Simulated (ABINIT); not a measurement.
## A GW chain in ABINIT: MoS2 (P6_3/mmc)

Wanted: ground state, empty states, screening and self-energy for MoS2 (P6_3/mmc).

Program: ABINIT 10.8.3. Level of theory: PBEsol and many-body steps on it, plane waves. Results are calculated unless marked as measured.

This is a report of a sequence of runs, with most program output left out.

The database entry behind the starting cell differs from later determinations by our own check (about 0.3 % long), so it need not match the best structure at ambient conditions.

## Step 1: The structure

It takes space group P6_3/mmc (No. 194, hexagonal). The conventional cell has a = 3.169 Å, b = 3.169 Å, c = 12.324 Å, α = 90.00°, β = 90.00°, γ = 120.00°. Nearest to Mo lie 6 S at 2.41 Å. S has 3 Mo at 2.41 Å nearest. Farther neighbours and most contacts between anions are not listed.

As a file:

```cif
data_structure
_symmetry_space_group_name_H-M 'P6_3/mmc'
_symmetry_Int_Tables_number 194
_cell_length_a 3.1690
_cell_length_b 3.1690
_cell_length_c 12.3240
_cell_angle_alpha 90.000
_cell_angle_beta 90.000
_cell_angle_gamma 120.000
_cell_volume 107.18
loop_
_atom_site_label
_atom_site_type_symbol
_atom_site_symmetry_multiplicity
_atom_site_Wyckoff_symbol
_atom_site_fract_x
_atom_site_fract_y
_atom_site_fract_z
_atom_site_occupancy
Mo1 Mo 2 c 0.33333 0.66667 0.25000 1
S1 S 4 f 0.33333 0.66667 0.62300 1
```

The cell and positions come from the Crystallography Open Database and are kept as given unless a step says otherwise.

## Step 2: Ground state

This step: ABINIT 10.8.3; DFT, PBEsol, plane waves, norm-conserving pseudopotentials.

The ground-state density comes first.

run.abi

```
acell 3*1.0 Angstrom
rprim 
  3.169000000004 -0.000000000001 0.000000000000
  -1.584500000001 2.744434504597 0.000000000000
  0.000000000000 0.000000000000 12.324000000000
ntypat 2
znucl 42 16
natom 6
typat 1 1 2 2 2 2
xred 
  0.333333333333 0.666666666667 0.250000000000
  0.666666666667 0.333333333333 0.750000000000
  0.333333333333 0.666666666667 0.623000000000
  0.666666666667 0.333333333333 0.123000000000
  0.333333333333 0.666666666667 0.877000000000
  0.666666666667 0.333333333333 0.377000000000
pp_dirpath "pseudos"
pseudos "Mo.upf, S.upf"
ecut 36
ngkpt 6 6 2
nshiftk 1
shiftk 0 0 0
kptopt 1
chksymbreak 0
nband 33
occopt 1
tolvrs 1e-10
nstep 60
prtwf 0
indata_prefix "in"
outdata_prefix "out"
tmpdata_prefix "tmp"
```

Started as:

```bash
> OMP_NUM_THREADS=1 mpirun -n 8 abinit run.abi > log
```

Elapsed: 25 s, on 8 MPI ranks of Arm Neoverse V2, shared host; peak memory 0.81 GiB; 3.3 min of CPU time.

Numbers from this step:

```yaml
total_energy: -5029.5533 eV
gap: 0.8460 eV
k_of_the_valence_top: 0, 0, 0
k_of_the_conduction_bottom: 0.1667, 0.1667, 0
least_direct_gap: 1.652 eV
pressure: -3.064 GPa
```

The gap is indirect, with the least direct gap 0.81 eV higher.

The cutoff was set for levels, not for stress, so the pressure can be off by some GPa.

## Step 3: Bands along the symmetry lines

The cheap functional maps the bands first; the places of the edges decide which points the dearer methods must see.

run.abi

```
acell 3*1.0 Angstrom
rprim 
  3.169000000004 -0.000000000001 0.000000000000
  -1.584500000001 2.744434504597 0.000000000000
  0.000000000000 0.000000000000 12.324000000000
ntypat 2
znucl 42 16
natom 6
typat 1 1 2 2 2 2
xred 
  0.333333333333 0.666666666667 0.250000000000
  0.666666666667 0.333333333333 0.750000000000
  0.333333333333 0.666666666667 0.623000000000
  0.666666666667 0.333333333333 0.123000000000
  0.333333333333 0.666666666667 0.877000000000
  0.666666666667 0.333333333333 0.377000000000
pp_dirpath "pseudos"
pseudos "Mo.upf, S.upf"
ecut 36
iscf -2
irdden 1
kptopt 0
nkpt 75
kpt 
  0.00000000 0.00000000 0.00000000
  0.06250000 0.00000000 0.00000000
  0.12500000 0.00000000 0.00000000
  0.18750000 0.00000000 0.00000000
  0.25000000 0.00000000 0.00000000
  0.31250000 0.00000000 0.00000000
  0.37500000 0.00000000 0.00000000
  0.43750000 0.00000000 0.00000000
  0.50000000 0.00000000 0.00000000
  0.47916667 0.04166667 0.00000000
  0.45833333 0.08333333 0.00000000
  0.43750000 0.12500000 0.00000000
  0.41666666 0.16666666 0.00000000
  0.39583333 0.20833333 0.00000000
  0.37500000 0.25000000 0.00000000
  0.35416666 0.29166666 0.00000000
  0.33333333 0.33333333 0.00000000
  0.29166666 0.29166666 0.00000000
  0.25000000 0.25000000 0.00000000
  0.20833333 0.20833333 0.00000000
  0.16666666 0.16666666 0.00000000
  0.12500000 0.12500000 0.00000000
  0.08333333 0.08333333 0.00000000
  0.04166667 0.04166667 0.00000000
  0.00000000 0.00000000 0.00000000
  0.00000000 0.00000000 0.06250000
  0.00000000 0.00000000 0.12500000
  0.00000000 0.00000000 0.18750000
  0.00000000 0.00000000 0.25000000
  0.00000000 0.00000000 0.31250000
  0.00000000 0.00000000 0.37500000
  0.00000000 0.00000000 0.43750000
  0.00000000 0.00000000 0.50000000
  0.06250000 0.00000000 0.50000000
  0.12500000 0.00000000 0.50000000
  0.18750000 0.00000000 0.50000000
  0.25000000 0.00000000 0.50000000
  0.31250000 0.00000000 0.50000000
  0.37500000 0.00000000 0.50000000
  0.43750000 0.00000000 0.50000000
  0.50000000 0.00000000 0.50000000
  0.47916667 0.04166667 0.50000000
  0.45833333 0.08333333 0.50000000
  0.43750000 0.12500000 0.50000000
  0.41666666 0.16666666 0.50000000
  0.39583333 0.20833333 0.50000000
  0.37500000 0.25000000 0.50000000
  0.35416666 0.29166666 0.50000000
  0.33333333 0.33333333 0.50000000
  0.29166666 0.29166666 0.50000000
  0.25000000 0.25000000 0.50000000
  0.20833333 0.20833333 0.50000000
  0.16666666 0.16666666 0.50000000
  0.12500000 0.12500000 0.50000000
  0.08333333 0.08333333 0.50000000
  0.04166667 0.04166667 0.50000000
  0.00000000 0.00000000 0.50000000
  0.50000000 0.00000000 0.50000000
  0.50000000 0.00000000 0.43750000
  0.50000000 0.00000000 0.37500000
  0.50000000 0.00000000 0.31250000
  0.50000000 0.00000000 0.25000000
  0.50000000 0.00000000 0.18750000
  0.50000000 0.00000000 0.12500000
  0.50000000 0.00000000 0.06250000
  0.50000000 0.00000000 0.00000000
  0.33333333 0.33333333 0.50000000
  0.33333333 0.33333333 0.43750000
  0.33333333 0.33333333 0.37500000
  0.33333333 0.33333333 0.31250000
  0.33333333 0.33333333 0.25000000
  0.33333333 0.33333333 0.18750000
  0.33333333 0.33333333 0.12500000
  0.33333333 0.33333333 0.06250000
  0.33333333 0.33333333 0.00000000
istwfk *1
nband 38
nbdbuf 7
tolwfr 1e-07
nstep 50
prtwf 0
prtvol 0
indata_prefix "in"
outdata_prefix "out"
tmpdata_prefix "tmp"
```

Elapsed: 44 s, on 8 MPI ranks; peak memory 0.92 GiB.

Numbers from this step:

| Quantity | Value |
| --- | --- |
| gap | 0.8460 eV |
| k of the valence top | 0, 0, 0 |
| k of the conduction bottom | 0.1667, 0.1667, 0 |
| least direct gap | 1.652 eV |

The gap is 0.846 eV, as in the run before at this level.

Electronic bands along the path, in eV, zero at the top of the highest filled band:

```csv
point,band 23,band 24,band 25,band 26,band 27,band 28,band 29,band 30
Γ,-2.13,-1.18,-1.17,0.00,2.09,2.09,2.12,2.12
halfway,-2.31,-1.60,-1.51,-1.38,1.18,1.59,1.81,2.03
M,-1.73,-1.52,-1.43,-1.30,1.60,1.64,1.98,2.25
halfway,-2.78,-2.34,-1.11,-0.92,1.44,1.55,2.28,2.36
K,-2.69,-2.69,-0.79,-0.61,1.04,1.04,1.78,2.83
halfway,-1.80,-1.58,-1.50,-1.47,0.85,1.62,1.70,1.76
Γ,-2.13,-1.18,-1.17,0.00,2.09,2.09,2.12,2.12
halfway,-2.14,-1.86,-0.64,-0.06,2.10,2.10,2.11,2.11
A,-2.16,-2.16,-0.27,-0.27,2.10,2.10,2.10,2.10
halfway,-2.06,-2.06,-1.39,-1.39,1.53,1.53,1.69,1.69
L,-1.62,-1.62,-1.36,-1.36,1.62,1.62,2.13,2.13
halfway,-2.60,-2.60,-1.00,-1.00,1.50,1.50,2.32,2.32
H,-2.87,-2.87,-0.71,-0.71,1.04,1.04,2.25,2.25
halfway,-1.75,-1.75,-1.48,-1.48,1.19,1.19,1.81,1.81
A,-2.16,-2.16,-0.27,-0.27,2.10,2.10,2.10,2.10
jump to L,-1.62,-1.62,-1.36,-1.36,1.62,1.62,2.13,2.13
halfway,-1.70,-1.55,-1.41,-1.32,1.60,1.63,2.03,2.22
M,-1.73,-1.52,-1.43,-1.30,1.60,1.64,1.98,2.25
jump to H,-2.87,-2.87,-0.71,-0.71,1.04,1.04,2.25,2.25
halfway,-2.77,-2.77,-0.77,-0.65,1.04,1.04,1.91,2.65
K,-2.69,-2.69,-0.79,-0.61,1.04,1.04,1.78,2.83
```

## Step 4: Empty states on the mesh, 3×3×1 mesh, 433 bands

The sums over transitions need many empty states on a uniform mesh; this step solves for them.

run.abi

```
acell 3*1.0 Angstrom
rprim 
  3.169000000004 -0.000000000001 0.000000000000
  -1.584500000001 2.744434504597 0.000000000000
  0.000000000000 0.000000000000 12.324000000000
ntypat 2
znucl 42 16
natom 6
typat 1 1 2 2 2 2
xred 
  0.333333333333 0.666666666667 0.250000000000
  0.666666666667 0.333333333333 0.750000000000
  0.333333333333 0.666666666667 0.623000000000
  0.666666666667 0.333333333333 0.123000000000
  0.333333333333 0.666666666667 0.877000000000
  0.666666666667 0.333333333333 0.377000000000
pp_dirpath "pseudos"
pseudos "Mo.upf, S.upf"
ecut 36
ngkpt 3 3 1
nshiftk 1
shiftk 0 0 0
kptopt 1
chksymbreak 0
iscf -2
irdden 1
istwfk *1
nband 433
nbdbuf 38
tolwfr 1e-09
nstep 60
prtvol 0
indata_prefix "in"
outdata_prefix "out"
tmpdata_prefix "tmp"
```

Started as:

```bash
> OMP_NUM_THREADS=2 mpirun -n 3 abinit run.abi > log
```

It took 2 min on 3 MPI ranks; peak memory 0.44 GiB.

This step gave:

* gap: 1.037 eV
* k of the valence top: 0, 0, 0
* k of the conduction bottom: 0.3333, 0.3333, 0
* least direct gap: 1.652 eV
* k points computed: 3
* lowest point of the top converged band, above the valence top: 117.6033 eV

On this mesh the gap is 1.037 eV. The earlier step found 0.846 eV, so this mesh misses an edge.

## Step 5: Screening, 3×3×1 mesh, 395 bands, screening to 179.6 eV

The RPA dielectric matrix is built and inverted for each q.

This step: RPA screening on PBEsol, plane waves, norm-conserving pseudopotentials.

Changes to run.abi since step 4:

```diff
@@ -24,10 +24,11 @@
 chksymbreak 0
-iscf -2
-irdden 1
 istwfk *1
-nband 433
-nbdbuf 38
-tolwfr 1e-09
-nstep 60
-prtvol 0
+occopt 1
+irdwfk 1
+optdriver 3
+nband 395
+ecuteps 6.6
+inclvkb 2
+awtr 1
+symchi 1
 indata_prefix "in"
```

Started as:

```bash
> OMP_NUM_THREADS=1 mpirun -n 8 abinit run.abi > log
```

Elapsed: 42 s, on 8 MPI ranks; peak memory 2.2 GiB; 5.6 min of CPU time.

Numbers from this step:

- ε∞ with local fields, on this mesh, along the program's q direction: 17.35
- the same without local fields: 19.66
- plasma frequency: 25.86 eV
- plane waves in the screening matrix: 585

Local fields lower ε∞ by 12 %. On a Γ-centred mesh this coarse the value itself is usually too large, while a short band sum pulls it down.

## Step 6: Self-energy, 3×3×1 mesh, 395 bands, screening to 179.6 eV

The self-energy is evaluated for the states that the input lists, and the levels follow from it, in one-shot runs by the linearised quasiparticle equation.

This step: G0W0 on PBEsol, plane waves, norm-conserving pseudopotentials.

Changes to run.abi since step 5:

```diff
@@ -27,8 +27,19 @@
 irdwfk 1
-optdriver 3
+optdriver 4
 nband 395
+gwcalctyp 0
+ecutsigx 36
+symsigma 1
+nkptgw 3
+kptgw 
+  0.0000000000 0.0000000000 0.0000000000
+  0.3333333333 0.0000000000 0.0000000000
+  0.3333333333 0.3333333333 0.0000000000
+bdgw 
+  13 32
+  13 32
+  13 32
 ecuteps 6.6
-inclvkb 2
-awtr 1
-symchi 1
+irdscr 1
+ppmodel 1
 indata_prefix "in"
```

Elapsed: 2.9 min, on 8 MPI ranks; peak memory 2.4 GiB.

Numbers from this step:

```yaml
g0w0_gap_on_the_points_computed: 1.696 eV
starting_gap_on_the_mesh: 1.037 eV
k_of_the_valence_top: 0, 0, 0
k_of_the_conduction_bottom: 0.3333, 0.3333, 0
z_at_the_valence_top: 0.768
z_at_the_conduction_bottom: 0.766
least_direct_g0w0_gap_on_the_computed_points: 2.245 eV
```

The gap on the mesh goes from 1.04 eV to 1.70 eV, a correction of +0.66 eV. The start differs from the 0.85 eV found before because the two sample other k points.

Limits: finite bands, cutoff and mesh; no spin-orbit coupling; coarse k mesh. v1 is the top filled band, c1 the lowest empty one. The levels before and after the correction (eV, zero at the valence-band top of each column):

```csv
,conduction bottom,valence top
Kohn-Sham,1.04,0.00
G0W0,1.70,0.00
```

```csv
,level,energy (eV)
Kohn-Sham,Γ v3,-1.184
Kohn-Sham,Γ v2,-1.171
Kohn-Sham,Γ v1,0.000
Kohn-Sham,Γ c1-c2,2.094
Kohn-Sham,Γ c3,2.122
Kohn-Sham,(0.333 0.333 0) v3,-2.690
Kohn-Sham,(0.333 0.333 0) v2,-0.786
Kohn-Sham,(0.333 0.333 0) v1,-0.615
Kohn-Sham,(0.333 0.333 0) c1-c2,1.037
Kohn-Sham,(0.333 0.333 0) c3,1.777
G0W0,Γ v3,-1.161
G0W0,Γ v2,-1.622
G0W0,Γ v1,0.000
G0W0,Γ c1-c2,2.529
G0W0,Γ c3,2.546
G0W0,(0.333 0.333 0) v3,-3.038
G0W0,(0.333 0.333 0) v2,-0.725
G0W0,(0.333 0.333 0) v1,-0.549
G0W0,(0.333 0.333 0) c1-c2,1.696
G0W0,(0.333 0.333 0) c3,2.296
```

## Step 7: Where the time went

Times are wall times on the hardware named with each run, good to a factor of about two.

```csv
step,time,share,memory (GiB)
ground state,25 s,6 %,0.81
bands along the symmetry lines,44 s,11 %,0.92
empty states on the mesh,2 min,30 %,0.44
screening,42 s,10 %,2.2
self-energy,2.9 min,43 %,2.4
```

## Step 8: What came out

```
PBEsol gap                           : 0.85 eV, indirect
G0W0 gap on the mesh                 : 1.70 eV
G0W0 gap over the zone (rigid shift) : 1.50 eV
GW settings                          : 3×3×1 mesh, 395 bands, screening to 179.6 eV, Godby-Needs plasmon pole
known limits                         : not at the basis limit; no spin-orbit coupling; coarse k mesh
```

In words: G0W0 moves the gap on the mesh from 1.04 eV to 1.70 eV (+0.66 eV), with Z of 0.77 and 0.77 at the edges. The mesh misses the band edges by 0.19 eV in all; a rigid shift gives 1.50 eV for the zone. Local fields lower the RPA ε∞ on this mesh from 19.66 to 17.35; a Γ-centred mesh this coarse tends to raise both, most where the direct gap is narrow, while a short band sum lowers them. Bands and cutoff are finite, so the gap is not at the basis limit. The miss can reach some tenths of an eV and take either sign; the mesh is an error of its own. A denser mesh or path gives a starting gap of 0.85 eV: the GW mesh misses a band edge, so its gaps are not the fundamental one. The 3×3×1 mesh is coarse for this cell, which bears on the long-range parts of exchange and screening. The many-body steps are scalar-relativistic: spin-orbit coupling is not in them.

[Paths, hosts, dates, memory and timing lines, banners, echoed tables and standing remarks are left out of the program output.]

[Logs are printed without paths, hosts, clocks, repeated set-up lines and the standing remarks that a program may print on its own settings, such as how far it seeks lower states.]

[Runs of the session that timed out or met a known fault of the program may be left out.]

[Hosts, paths, dates, database ids (printed as entryN), source tags and the programs' standing remarks are cut or masked in the printed files.]

[G0W0 gaps are taken among the corrected bands and points alone; a level outside them can change the order at an edge.]

[Where Ansatz stands beside ABINIT at settings called matched, ABINIT's density can come from a denser mesh and the files from another edition; pairs whose starting gaps differed by over 0.03 eV were left out, so agreement reads better than it is.]
